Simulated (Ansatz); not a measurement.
# What BiSb (model cell, started as wurtzite) distorts into

Wanted: the energy along a soft mode of BiSb (model cell, started as wurtzite) and the structure at the end.

Method: DFT PBEsol, scalar-relativistic, plane waves, PAW, in Ansatz 0.2.0.

Most raw output is cut from this account.

The structure was built from a prototype and need not be the compound's stable phase.

## (1) Set-up

Symmetry: P6_3mc, No. 186, hexagonal system. The conventional cell has a = 5.297 Å, b = 5.297 Å, c = 6.602 Å, α = 90.00°, β = 90.00°, γ = 120.00°. Sb has 4 Bi at 2.96 to 3.08 Å nearest. Nearest to Bi lie 4 Sb at 2.96 to 3.08 Å. Farther neighbours are not listed.

Structure file:

```cif
data_structure
_symmetry_space_group_name_H-M 'P6_3mc'
_symmetry_Int_Tables_number 186
_cell_length_a 5.2973
_cell_length_b 5.2973
_cell_length_c 6.6017
_cell_angle_alpha 90.000
_cell_angle_beta 90.000
_cell_angle_gamma 120.000
_cell_volume 160.44
loop_
_atom_site_label
_atom_site_type_symbol
_atom_site_symmetry_multiplicity
_atom_site_Wyckoff_symbol
_atom_site_fract_x
_atom_site_fract_y
_atom_site_fract_z
_atom_site_occupancy
Sb1 Sb 2 b 0.33333 0.66667 0.96318 1
Bi1 Bi 2 b 0.33333 0.66667 0.41182 1
```

## (2) Response at finite wavevector

The cell comes from relaxations at this level that are not shown. The mesh has a single point along some directions, so zone-edge points there are not solved. Linear response on a 2×2×1 q mesh gives force constants as far as a supercell of that size would.

Contents of input.yaml:

```yaml
crystal:
  lattice:
    - [5.2973098133, 0.0, 0.0]
    - [-2.6486549066, 4.58760487, 0.0]
    - [0.0, 0.0, 6.6017445695]
  atoms:
    - { symbol: Sb, position: [0.3333333333, 0.6666666667, -0.0368223212] }
    - { symbol: Sb, position: [0.6666666667, 0.3333333333, 0.4631776788] }
    - { symbol: Bi, position: [0.3333333333, 0.6666666667, 0.4118223212] }
    - { symbol: Bi, position: [0.6666666667, 0.3333333333, 0.9118223212] }
kpoints:
  mp_grid: { grid: [10, 10, 6] }
hamiltonian:
  xc: pbesol
scf:
  occupations: { method: methfessel_paxton, width: 0.15 }
output:
  eigenvalues: true
phonons:
  method: dfpt
  qmesh: [2, 2, 1]
  temperatures: { t_max: 1000, t_step: 50 }
  qpath:
    path:
      - [[0.0, 0.0, 0.0], [0.5, 0.0, 0.0], [0.33333333, 0.33333333, 0.0], [0.0, 0.0, 0.0], [0.0, 0.0, 0.5], [0.5, 0.0, 0.5], [0.33333333, 0.33333333, 0.5], [0.0, 0.0, 0.5]]
      - [[0.5, 0.0, 0.5], [0.5, 0.0, 0.0]]
      - [[0.33333333, 0.33333333, 0.5], [0.33333333, 0.33333333, 0.0]]
    npoints: 10
```

Started as:

```
$ ansatz run input.yaml --threads 4 --pin off --max-ram 7168MiB --backend cpu --events-out ev --progress --plain --runs-dir out
```

Elapsed: 4.5 min, on 4 threads of Arm Neoverse V2, shared host; peak memory 2.7 GiB; 17 min of CPU time.

Numbers from this step:

```
volume per atom                                               : 40.11 Å³
gap on the k-mesh                                             : 0 eV
sum-rule residual before enforcement                          : 8.88e-5 eV/Å²
point group                                                   : 6mm
highest optical mode at the zone centre (no LO-TO term)       : 137.2 cm⁻¹
lowest optical zone-centre mode                               : -10.39 cm⁻¹
lowest mode on the q mesh (acoustic modes at Γ apart)         : -10.39 cm⁻¹
highest frequency at a solved wavevector (no LO-TO term at Γ) : 137.2 cm⁻¹
```

Frequencies (cm⁻¹) solved at each irreducible wavevector; negative means imaginary. Frequencies by wavevector, by row:

| q in reciprocal lattice units | star | mode 1 | mode 2 | mode 3 | mode 4 | mode 10 | mode 11 | mode 12 |
| --- | --- | --- | --- | --- | --- | --- | --- | --- |
| 0 0 0 | 1 | -10.4 | -10.4 | 0 | 0 | 125.5 | 125.5 | 137.2 |
| 0 -0.5 0 | 3 | -7.3 | 20.4 | 33.6 | 48.4 | 106.1 | 124.2 | 130.3 |

Symmetry leaves 2 wavevectors to solve. The lowest mode among them, the acoustic zeros apart, lies at Γ and is imaginary, 10.4i cm⁻¹, so the energy falls along it.

## (3) The mode frozen in, largest atomic shift 0 Å

The mode followed lies at Γ with frequency 10.4i cm⁻¹ and is 2-fold degenerate, the softest among the wavevectors solved. At small amplitude the distorted cell has space group no. 36 by a symmetry search on the positions. The undistorted cell that holds it gives the zero of energy on the same k mesh.

input.yaml, the sections that differ from step 2:

```yaml
crystal:
  lattice:
    - [5.2973098133, 0.0, 0.0]
    - [-2.6486549066, 4.58760487, 0.0]
    - [0.0, 0.0, 6.6017445695]
  atoms:
    - { symbol: Sb, position: [0.3333333333, 0.6666666667, 0.9631776788] }
    - { symbol: Sb, position: [0.6666666667, 0.3333333333, 0.4631776788] }
    - { symbol: Bi, position: [0.3333333333, 0.6666666667, 0.4118223212] }
    - { symbol: Bi, position: [0.6666666667, 0.3333333333, 0.9118223212] }
output:
  forces: true
  stress: true
  eigenvalues: true
# kpoints, hamiltonian, scf: as in step 2
# phonons: removed
```

The job ended after 6.8 s (4 threads; peak memory 0.56 GiB; 26 s of CPU time).

This step gave:

```yaml
pressure: 1.01e-4 GPa
energy_from_the_undistorted_cell: 0 meV/atom
```

The run ends at a pressure of 0.00 GPa.

## (4) The mode frozen in, largest atomic shift 0.14 Å

The atoms are moved along the unstable eigenvector, the largest shift by 0.14 Å, with the cell fixed.

input.yaml, the sections that differ from step 3:

```yaml
crystal:
  lattice:
    - [5.2973098133, 0.0, 0.0]
    - [-2.6486549066, 4.58760487, 0.0]
    - [0.0, 0.0, 6.6017445695]
  atoms:
    - { symbol: Sb, position: [0.3180748266, 0.6361496531, 0.9631776788] }
    - { symbol: Sb, position: [0.6819251734, 0.3638503469, 0.4631776788] }
    - { symbol: Bi, position: [0.3480069481, 0.6960138962, 0.4118223212] }
    - { symbol: Bi, position: [0.6519930519, 0.3039861038, 0.9118223212] }
# kpoints, hamiltonian, scf, output: as in step 3
```

It took 15 s on 4 threads; peak memory 0.78 GiB.

This step gave:

```
pressure                         : -0.1142 GPa
energy from the undistorted cell : -0.227 meV/atom
```

The energy, extrapolated to zero smearing, is -0.23 meV/atom against the undistorted cell.

The run ends at a pressure of -0.11 GPa, with forces up to 0.024 eV/Å.

## (5) Energy along the mode, all amplitudes (two of the runs are shown above)

An imaginary frequency means negative curvature, so the energy should fall and then rise again as anharmonic terms take over.

Numbers from this step:

| Property | Result |
| --- | --- |
| depth at the lowest point sampled | 0.227 meV/atom |
| largest atomic shift at that point | 0.14 Å |

Energy from the parent against largest shift of an atom, one sign:

| largest shift of an atom, one sign (Å) | energy from the parent (meV/atom) |
| --- | --- |
| 0.000 | 0 |
| 0.040 | -0.056 |
| 0.080 | -0.182 |
| 0.140 | -0.227 |
| 0.220 | 0.893 |
| 0.320 | 6.85 |

Displacement at unit largest shift by atom:

| atom | x (Å) | y (Å) | z (Å) | size |
| --- | --- | --- | --- | --- |
| Sb1 | 0.00 | -1.00 | 0.00 | 1.00 |
| Sb2 | 0.00 | 1.00 | 0.00 | 1.00 |
| Bi3 | 0.00 | 0.96 | 0.00 | 0.96 |
| Bi4 | 0.00 | -0.96 | 0.00 | 0.96 |

The lowest of the steps tried is at 0.14 Å, 0.227 meV/atom below the parent; the bottom of the well need not coincide with a step.

## (6) Relaxation from the frozen mode

Starting from the lowest point found, all atoms and the cell are let go, so that strain and other modes of the same symmetry can join in.

input.yaml: that of step 4 with these lines changed.

```diff
@@ -20 +20,6 @@
   eigenvalues: true
+relax:
+  adjacent_minimum: "off"
+  f_tol: 0.002
+  max_steps: 120
+  cell: { stress_tol: 0.03 }
```

Wall time 7.1 min (4 threads); peak memory 0.85 GiB; 28 min of CPU time.

The steps of the relaxation (22 of 26):

| step | energy less that of the first step (eV) | largest force component (eV/Å) | pressure (GPa) | volume (Å³) |
| --- | --- | --- | --- | --- |
| 1 | 0.0000 | 0.0235 | -0.11 | 160.44 |
| 2 | -0.0006 | 0.0328 | 0.06 | 159.74 |
| 3 | -0.0009 | 0.0101 | 0.00 | 159.86 |
| 5 | -0.0026 | 0.0084 | -0.01 | 159.19 |
| 6 | -0.0039 | 0.0362 | -0.06 | 158.60 |
| 7 | -0.0143 | 0.1028 | -0.28 | 155.53 |
| 8 | -0.0489 | 0.1292 | -0.41 | 151.83 |
| 9 | -0.1238 | 0.2028 | -0.63 | 147.28 |
| 11 | -0.3944 | 0.3470 | -0.75 | 134.79 |
| 12 | -0.5430 | 0.2439 | 0.57 | 127.20 |
| 13 | -0.4339 | 0.1284 | 1.26 | 123.75 |
| 14 | -0.5519 | 0.0685 | -0.95 | 129.71 |
| 15 | -0.5848 | 0.0565 | -0.22 | 127.88 |
| 16 | -0.5946 | 0.0702 | 0.24 | 126.40 |
| 18 | -0.6027 | 0.0044 | 0.02 | 127.17 |
| 19 | -0.6028 | 0.0041 | 0.02 | 127.20 |
| 20 | -0.6028 | 0.0022 | -0.01 | 127.25 |
| 21 | -0.6028 | 0.0002 | 0.00 | 127.24 |
| 22* | -0.6210 | 0.0007 | 0.31 | 127.24 |
| 24 | -0.6228 | 0.0005 | 0.00 | 127.92 |
| 25 | -0.6228 | 0.0002 | 0.00 | 127.91 |
| 26* | -0.6230 | 0.0002 | 0.00 | 127.91 |

Relaxation steps marked * repeat the geometry before them on a plane-wave basis chosen anew for their cell, so energy and pressure can jump there. Other such steps can lie between the rows shown. Relaxation step 13 was tried and not accepted.

The run keeps the 4 symmetry operations that it works with, so distortions that break them were not tested.

| cell as run | before | after | change |
| --- | --- | --- | --- |
| a (Å) | 5.297 | 6.296 | +18.9 % |
| b (Å) | 5.297 | 4.452 | -16.0 % |
| c (Å) | 6.602 | 6.453 | -2.2 % |
| γ (°) | 120.00 | 135.00 | +12.5 % |
| volume (Å³/atom) | 40.11 | 31.98 | -20.3 % |

The atoms that moved most (Å, as changes of fractional coordinates times the final cell):

| atom | dx | dy | dz | length |
| --- | --- | --- | --- | --- |
| Bi4 | 0.000 | 0.617 | 0.021 | 0.618 |
| Bi3 | 0.000 | -0.617 | 0.021 | 0.618 |
| Sb1 | 0.000 | -0.428 | -0.021 | 0.429 |
| Sb2 | 0.000 | 0.428 | -0.021 | 0.429 |

Final coordinates:

```
Sb Bi
1.0
     6.29617    0.00000    0.00000
    -3.14808    3.14808    0.00000
     0.00000    0.00000    6.45345
Sb Bi
2 2
Direct
  0.25003 0.50007 0.95997
  0.74997 0.49993 0.45997
  0.24994 0.49988 0.41503
  0.75006 0.50012 0.91503
```

Numbers from this step:

* pressure: 0.001017 GPa
* volume per atom: 31.98 Å³

The distorted start has space group Cmc2_1; the relaxation ends in I4mm.

## (7) The new phase in its own primitive cell

The relaxed structure is symmetrised, reduced to its primitive cell and relaxed tightly, as its phonons need.

System of this step: BiSb (model cell, started as wurtzite). It takes space group I4mm (No. 107, tetragonal). Conventional cell: a = 4.452 Å, b = 4.452 Å, c = 6.453 Å, α = 90.00°, β = 90.00°, γ = 90.00°. Nearest to Sb lie 5 Bi at 2.94 to 3.16 Å. Nearest to Bi lie 5 Sb at 2.94 to 3.16 Å. Farther neighbours are not listed.

input.yaml, the sections that differ from step 6:

```yaml
crystal:
  lattice:
    - [-2.2260303875, 2.2260303875, 3.2267244187]
    - [2.2260303875, -2.2260303875, 3.2267244187]
    - [2.2260303875, 2.2260303875, -3.2267244187]
  atoms:
    - { symbol: Sb, position: [0.7099741775, 0.7099741775, 0.0] }
    - { symbol: Bi, position: [0.1650258225, 0.1650258225, 0.0] }
kpoints:
  mp_grid: { grid: [12, 12, 12] }
relax:
  adjacent_minimum: "off"
  f_tol: 0.001
  max_steps: 60
  cell: { stress_tol: 0.01 }
# hamiltonian, scf, output: as in step 6
```

Run time: 26 s. Hardware: 4 threads; peak memory 0.55 GiB; 1.7 min of CPU time.

Relaxation path:

| step | energy less that of the first step (eV) | largest force component (eV/Å) | pressure (GPa) | volume (Å³) |
| --- | --- | --- | --- | --- |
| 1 | 0.0000 | 0.0229 | -0.01 | 63.96 |
| 2 | -0.0001 | 0.0053 | -0.03 | 63.90 |
| 3 | -0.0001 | 0.0003 | 0.00 | 63.87 |
| 4 | -0.0001 | 0.0004 | 0.00 | 63.86 |
| 5* | -0.0001 | 0.0004 | 0.00 | 63.86 |

Relaxation steps marked * repeat the geometry before them on a plane-wave basis chosen anew for their cell, so energy and pressure can jump there.

The run keeps the 8 symmetry operations that it works with, so distortions that break them were not tested.

| conventional cell, symmetrised | before | after | change |
| --- | --- | --- | --- |
| a (Å) | 4.452 | 4.451 | -0.0 % |
| b (Å) | 4.452 | 4.451 | -0.0 % |
| c (Å) | 6.453 | 6.447 | -0.1 % |
| volume (Å³/atom) | 31.98 | 31.93 | -0.2 % |

The relaxed structure:

```
Sb Bi
1.0
    -2.22547    2.22547    3.22326
     2.22547   -2.22547    3.22326
     2.22547    2.22547   -3.22326
Sb Bi
1 1
Cartesian
  0.0000 0.0000 4.5725
  0.0000 0.0000 1.0682
```

This step gave:

```
pressure        : -4.00e-4 GPa
volume per atom : 31.93 Å³
```

The largest force component left is 0.37 meV/Å and the pressure is 0.000 GPa, within the tolerances set. The cell now holds 31.93 Å³/atom.

## (8) Modes of the new phase, k-mesh 12×12×12

A relaxed structure may still be a saddle point, so its zone-centre modes are computed. No field response is asked, since the mesh shows no gap.

input.yaml, the sections that differ from step 7:

```yaml
crystal:
  lattice:
    - [-2.2254711696, 2.2254711696, 3.2232627527]
    - [2.2254711696, -2.2254711696, 3.2232627527]
    - [2.2254711696, 2.2254711696, -3.2232627527]
  atoms:
    - { symbol: Sb, position: [0.7092930522, 0.7092930522, 0.0] }
    - { symbol: Bi, position: [0.1657069478, 0.1657069478, 0.0] }
output:
  eigenvalues: true
phonons:
  method: dfpt
# kpoints, hamiltonian, scf: as in step 7
# relax: removed
```

Run time: 46 s. Hardware: 4 threads; peak memory 1.3 GiB.

This step gave:

- sum-rule residual before enforcement: 2.23e-5 eV/Å²
- point group: 4mm
- highest optical mode at the zone centre (no LO-TO term): 115.7 cm⁻¹
- lowest optical zone-centre mode: -44.52 cm⁻¹

Patterns of degenerate modes are one choice out of their space. The modes at Γ (shares of kinetic energy by element, %) (negative means imaginary):

| mode | frequency (cm⁻¹) | symmetry | Sb % | Bi % |
| --- | --- | --- | --- | --- |
| 1 | -44.5 | E | 63 | 37 |
| 2 | -44.5 | E | 63 | 37 |
| 3 | 0.0 | acoustic | 37 | 63 |
| 4 | 0.0 | acoustic | 37 | 63 |
| 5 | 0.0 | acoustic | 37 | 63 |
| 6 | 115.7 | A1 | 63 | 37 |

Displacements in mode 1 (-44.5 cm⁻¹), the largest set to 1:
```
Sb1  0.00  1.00  0.00
Bi2  0.00 -0.58  0.00
```

Displacements in mode 6 (115.7 cm⁻¹), the largest set to 1:
```
Sb1  0.00  0.00  1.00
Bi2  0.00  0.00 -0.58
```

Before it was imposed, the acoustic sum rule was missed by 2.2e-5 eV/Å². Small misses are needed for a sound result but don't prove that mesh and cutoff are converged. The lowest optical mode is imaginary, 44.5i cm⁻¹, so the energy falls along it.

## (9) Results

```yaml
unstable_mode_of_the_parent: q = (0, 0, 0), 10i cm⁻¹
depth_at_the_lowest_point_sampled: 0.227 meV/atom
largest_atomic_shift_at_that_point: 0.14 Å
space_group_reached_within_0p01_a: I4mm
energy_gained_over_the_parent_first_relaxation_on_the_mesh_of_the_frozen_mode: 156 meV/atom
volume_per_atom_phase_reached: 31.9 Å³
lowest_optical_zone_centre_mode_phase_reached: -44.5 cm⁻¹
highest_optical_mode_at_the_zone_centre_no_lo_to_term_phase_reached: 116 cm⁻¹
```

**Reading.** From this start the structure relaxes into I4mm, 156 meV/atom below the parent. At the parent's cell the well is 0.227 meV/atom deep on the steps tried, with its lowest point at a shift of 0.14 Å. Relaxing atoms and cell changes the gain by +155.59 meV/atom against the lowest step (energies at zero smearing). Most of the total comes from this relaxation. The frozen pattern makes up only 0 % of the final shifts of the atoms, so other modes or strain give most of the change. The new phase still has an imaginary mode at the zone centre of its cell, so it is a saddle point on the way to a lower structure. How so shallow a well moves with the k mesh was not tested. Each path keeps the symmetry of its pattern, so a lower phase may lie along a pattern not tried. The q mesh is too sparse to interpolate, so only the solved wavevectors are given. With no gap, or one that is small against the smearing, the frequencies hang on the k mesh and the smearing, most of all near Kohn anomalies. Spin-orbit coupling is left out, which can matter for the heavy elements here. The starting cell was built on a prototype and not taken from a measurement, so the phase need not exist.

[Logs are printed without paths, hosts, clocks, repeated set-up lines and the standing remarks that a program may print on its own settings, such as how far it seeks lower states.]

[Hosts, paths, dates, database ids (printed as entryN), source tags and the programs' standing remarks are cut or masked in the printed files.]
